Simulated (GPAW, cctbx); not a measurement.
## How far are the atoms of YAg2Au from free atoms?

Aim: compute the bonding part of the density of YAg2Au, find which reflections carry it, and see how it biases an ordinary refinement.

The start was made by putting kin elements into a known structure type; the compound need not exist, or be stable, in this form. All numbers below are calculated.

## Step 1: Find the equilibrium geometry

The density hangs on the geometry, so cell and atoms are relaxed first, with the symmetry held. The cutoff is set higher than for the density because stress converges slowly with plane waves.

Settings: GPAW 26.7.0, PBE, 570 eV, 4×4×3 k-points (along the axes of the calculation cell), Fermi–Dirac width 0.1 eV, BFGS to 0.03 eV/Å.

```text
cell
1.0
    -5.034000000    0.000000000    0.000000000
     0.000000000    0.000000000   -5.250000000
     0.000000000   -6.378000000    0.000000000
Au Ag Y
2 4 2
Direct
0.000000000 0.664400000 0.500000000
0.500000000 0.335600000 0.000000000
0.500000000 0.836700000 0.759400000
0.500000000 0.836700000 0.240600000
0.000000000 0.163300000 0.740600000
0.000000000 0.163300000 0.259400000
0.500000000 0.336700000 0.500000000
0.000000000 0.663300000 0.000000000
```

```console
$ OMP_NUM_THREADS=1 mpirun -n 4 gpaw python run.py > gpaw.log
```

```text
BFGS:    0      -30.885608        0.455657
BFGS:    1      -30.898651        0.439240
BFGS:    2      -31.005916        0.210657
BFGS:    3      -31.010897        0.158550
...
BFGS:   15      -31.044751        0.049119
BFGS:   16      -31.045189        0.037887
BFGS:   17      -31.045394        0.029748
cell  5.0686 5.2357 6.1559  90.00 90.00 90.00
volume 163.362 A^3, largest force 0.009 eV/A, largest stress 0.23 GPa
```

After 17 steps the volume has changed by -3.1 % and the energy by -0.160 eV; the largest stress left is 0.23 GPa. It took 6.8 min on 4 cores of Intel(R) Xeon(R) Platinum 8488C (Sapphire Rapids) (shared host), peak memory 1.7 GiB.

Relaxed structure: Pmmn (no. 59, origin choice 1), a = 5.0686 Å, b = 6.1559 Å, c = 5.2357 Å, α = 90.00°, β = 90.00°, γ = 90.00°.

```
atom  mult.    x       y       z
 Au1      2    0     1/2  0.3375
 Ag1      4  1/2  0.2417  0.1452
  Y1      2  1/2     1/2  0.6379
```

## Step 2: Density and charge transfer

X-rays see the whole electron density, so the PAW density is rebuilt with its core regions. Subtracting spherical free atoms from the same code cancels the cores and leaves the deformation density Δρ, the part due to bonding.

Settings: PBE, 450 eV, 5×5×4 k-points (along the axes of the calculation cell), Fermi–Dirac width 0.1 eV; primitive cell of 8 atoms.

```console
$ OMP_NUM_THREADS=1 mpirun -n 4 gpaw python run.py > gpaw.log
```

```text
|iter:   1|       0s |  -34.660872 | -0.16 |       |
|iter:   2|       2s |  -33.500941 | -1.95 | -1.14 |
|iter:   3|       4s |  -30.956296 | -1.22 | -1.21 |
...
|iter:   9|      17s |  -30.890382c| -6.68 | -4.30c|
|iter:  10|      19s |  -30.890380c| -7.38 | -4.57c|
|iter:  11|      21s |  -30.890379c| -7.45c| -4.78c|
```

```text
grid (50, 54, 64)  electrons 424.000  moved by bonding 1.949 e
deformation density beyond 0.5 A of the nuclei: max 0.058, min -0.206 e/A^3
atom        x       y       z   Voronoi charge  moment
Au1    0.0000  0.6625  0.5000     -0.042       0.00
Au2    0.5000  0.3375  0.0000     -0.042       0.00
Ag3    0.5000  0.8548  0.7583     -0.016       0.00
Ag4    0.5000  0.8548  0.2417     -0.016       0.00
Ag5    0.0000  0.1452  0.7417     -0.016       0.00
Ag6    0.0000  0.1452  0.2583     -0.016       0.00
Y 7    0.5000  0.3621  0.5000      0.074       0.00
Y 8    0.0000  0.6379  0.0000      0.074       0.00
mean inner potential of superposed free atoms 23.309 V
total magnetic moment 0.000 muB
```

Deformation density in a plane through the shortest contact of the Au atom at the origin, in 0.01 e/Å³ (clipped at ±99); x from -1.6 to 4.5 Å, y from 2.4 down to -2.4 Å:

```text
  .  -2   0   0   2   0 -11   .   .  -8  -2   3   2  -8   0   .
  1   1  -2   0   2   1  -8  -8  -7  -6   1   3   3  -2 -11 -14
 -1  -2   0   2   3   3   0  -4  -3   1   2   3   3   3   1   0
  0   1   2   3   2   3   3   2   2   2   2   1   1   3   3   3
  2   3   1  -4  -8  -4   1   2   2   1  -4  -7  -8   0   3   2
  3   3  -5 -14   . -14  -4   2   2  -5  -7   .  -5  -5   2   1
  3   2 -10   .   .   .  -6   3   2  -8   .   .   .  -5   3   1
  3   2  -7  -9   . -15  -3   3   3  -4 -10   .  -8  -4   3   1
  3   3   0  -6  -8  -3   2   3   3   3  -1  -4  -5   0   2   1
  2   3   3   3   2   3   2   1   1   2   3   2   1   2   2   2
 -2  -1   2   3   3   1   0  -2  -1   0   1   1   2   2   1   2
 -8  -9  -2   2   1  -1  -1   1   2  -1  -2   0   2   1  -5  -6
  .  -5  -5   3   1  -1   2   .   .   2  -2   0   3  -2 -10   .
```

Atoms in or within 0.15 Å of the plane: Au (0.0, 0.0), Ag (2.9, 0.0) Å. Dots mark points within about 0.45 Å of a nucleus; large values next to them are atomic features.

Au gains most (-0.04 e) and Y loses most (+0.07 e), as electronegativity suggests. Along the shortest contact from the Au atom at the map's origin, Au–Ag at 2.93 Å, Δρ is +0.03 e/Å³ at the midpoint: little piles up between the atoms, as is usual in a metallic crystal, which this run finds. At the midpoints of other shortest contacts it is +0.03 (Ag–Ag, 2.96 Å), +0.04 (Au–Y, 2.98 Å) and +0.02 (Ag–Y, 3.03 Å) e/Å³. Point values carry grid noise of about 0.01 e/Å³. The run needed 11 iterations, 32 s.

## Step 3: From the density to structure factors

The Fourier components of Δρ, added to those of the free atoms, give the static X-ray structure factors; the Mott–Bethe relation turns them into the Fourier components V of the potential that fast electrons feel.

```text
static structure factors of the conventional cell: F in electrons, V (Mott-Bethe) in volts
   h  k  l      d  |F| table  |F| free   |F| DFT   change   |V| free  |V| DFT  change %
   0  0  1  5.2357    16.826    16.834    17.067    0.233     0.936    0.756    -19.2
   0  1  1  3.9883    66.047    65.870    65.745   -0.125     0.717    0.773      7.8
   1  1  0  3.9129    87.261    87.037    86.852   -0.184     1.202    1.281      6.6
   1  0  1  3.6417    41.913    41.985    41.978   -0.007     1.288    1.290      0.2
   1  1  1  3.1343    26.593    26.526    26.522   -0.005     0.128    0.127     -1.0
   0  2  0  3.0780    44.561    44.720    44.769    0.049     1.145    1.132     -1.1
   0  2  1  2.6534   206.213   205.981   205.441   -0.539     8.198    8.305      1.3
   0  0  2  2.6179   110.626   110.513   110.063   -0.450     4.039    4.126      2.1
   2  0  0  2.5343   349.764   349.358   348.232   -1.125    13.451   13.654      1.5
   0  1  2  2.4091    66.579    66.537    66.292   -0.245     1.110    1.150      3.6
   1  2  1  2.3508   276.429   276.099   275.209   -0.890    10.223   10.361      1.3
   1  0  2  2.3259   321.135   320.739   319.723   -1.016    11.993   12.147      1.3
   2  0  1  2.2811    16.712    16.818    16.886    0.068     0.180    0.170     -5.5
   1  1  2  2.1758    51.244    51.208    50.981   -0.227     1.372    1.403      2.2
```

The largest X-ray change is -1.12 e on 200, 0.3 % of |F|. For electrons V goes as (Z − F)/g², so a change of F counts against Z − F, which is small at low angle and wherever the atoms' terms cancel: |V| of 001 moves by -19.2 % (0.94 to 0.76 V) against +1.4 % in |F|. The last three rows still change by up to 1.02 e; the table stops while the angles are still low. The tabulated Hartree–Fock atoms differ from the free DFT atoms by up to 0.41 e, so the choice of reference atom matters too.

## Step 4: How cheap can the run be?

Cutoff and k-mesh: one is changed at a time, to find what the result needs.

```
         run  ΔF 200 (e)  ΔF 102 (e)  ΔF 121 (e)  q(Au) (e)  moved (e)  time
450 eV 5×5×4      -1.125      -1.016      -0.890     -0.042      1.949  32 s
250 eV 5×5×4      -1.162      -1.050      -0.917     -0.045      2.113  16 s
350 eV 5×5×4      -1.134      -1.024      -0.896     -0.045      1.968  26 s
750 eV 5×5×4      -1.124      -1.018      -0.888     -0.045      1.974  66 s
450 eV 2×2×1      -1.277      -0.986      -0.845     -0.025      1.935  12 s
450 eV 3×3×2      -1.093      -0.997      -0.908     -0.040      1.946  16 s
```

Within 0.02 e of the base on all three: 350 eV 5×5×4 and 750 eV 5×5×4. The largest error, 0.152 e, comes with 450 eV 2×2×1. Times are from shared hosts.

## Step 5: Refining ordinary atoms against data with bonding

Routine crystallography fits spherical atoms. To see the bias, intensities are simulated from tabulated atoms plus the DFT change ΔF, so that bonding alone can misfit (7256 reflections of the full sphere, merged to the counts below, to 0.45 Å, 1.5 % proportional noise plus counting noise, assumed isotropic U as listed, Δρ smeared by the mean U) and refined with cctbx over different ranges.

```
                    range  data      R1  GooF  U Au1 (true 0.0049)  U Ag1 (true 0.0061)  U Y1 (true 0.0065)  largest shift (Å)  Δρ max, min (e/Å³)
                 all data  1052  0.0064  0.96               0.0049               0.0061              0.0065             0.0002         0.82, -0.99
 low resolution, d > 0.84   177  0.0046  0.94               0.0047               0.0060              0.0063             0.0002         0.27, -0.40
     high order, d < 0.75   807  0.0072  0.96               0.0049               0.0061              0.0065             0.0002         0.82, -0.63
occupancies free, d > 0.7   299  0.0050  0.95               0.0048               0.0060              0.0065             0.0001         0.34, -0.51
```

With all data GooF is 0.96, so at this noise the bonding hardly shows; the top residual peak lies 1.57 Å from Y and 1.88 Å from Ag. No U is off by more than 3 s.u. at low resolution. With Au1 held at 1 and the scale free, the other occupancies refine to Ag1 0.999(0.001) and Y1 1.000(0.002), within three s.u. of full.

## Step 6: Answer

Bonding moves 1.95 e in the primitive cell of YAg2Au and changes the structure factors of the conventional cell in the table above by at most 1.12 e (200, 0.3 %), and among reflections above 2 % of the strongest by up to 1.4 % (001). The shortest bond, Au–Ag, has Δρ = +0.03 e/Å³ at its midpoint, with no localised bond charge. Within 0.02 e of the base on all three: 350 eV 5×5×4 and 750 eV 5×5×4. The largest error, 0.152 e, comes with 450 eV 2×2×1. With all data GooF is 0.96, so at this noise the bonding hardly shows. Limits: static density, frozen cores, no spin–orbit coupling.

[Outputs are excerpts: Python notices, other lines and further rows are left out; steps that failed or that the build refused (PBEsol, TPSS) are not shown.]

[Logs are printed without paths, hosts, clocks, repeated set-up lines and the standing remarks that a program may print on its own settings, such as how far it seeks lower states.]
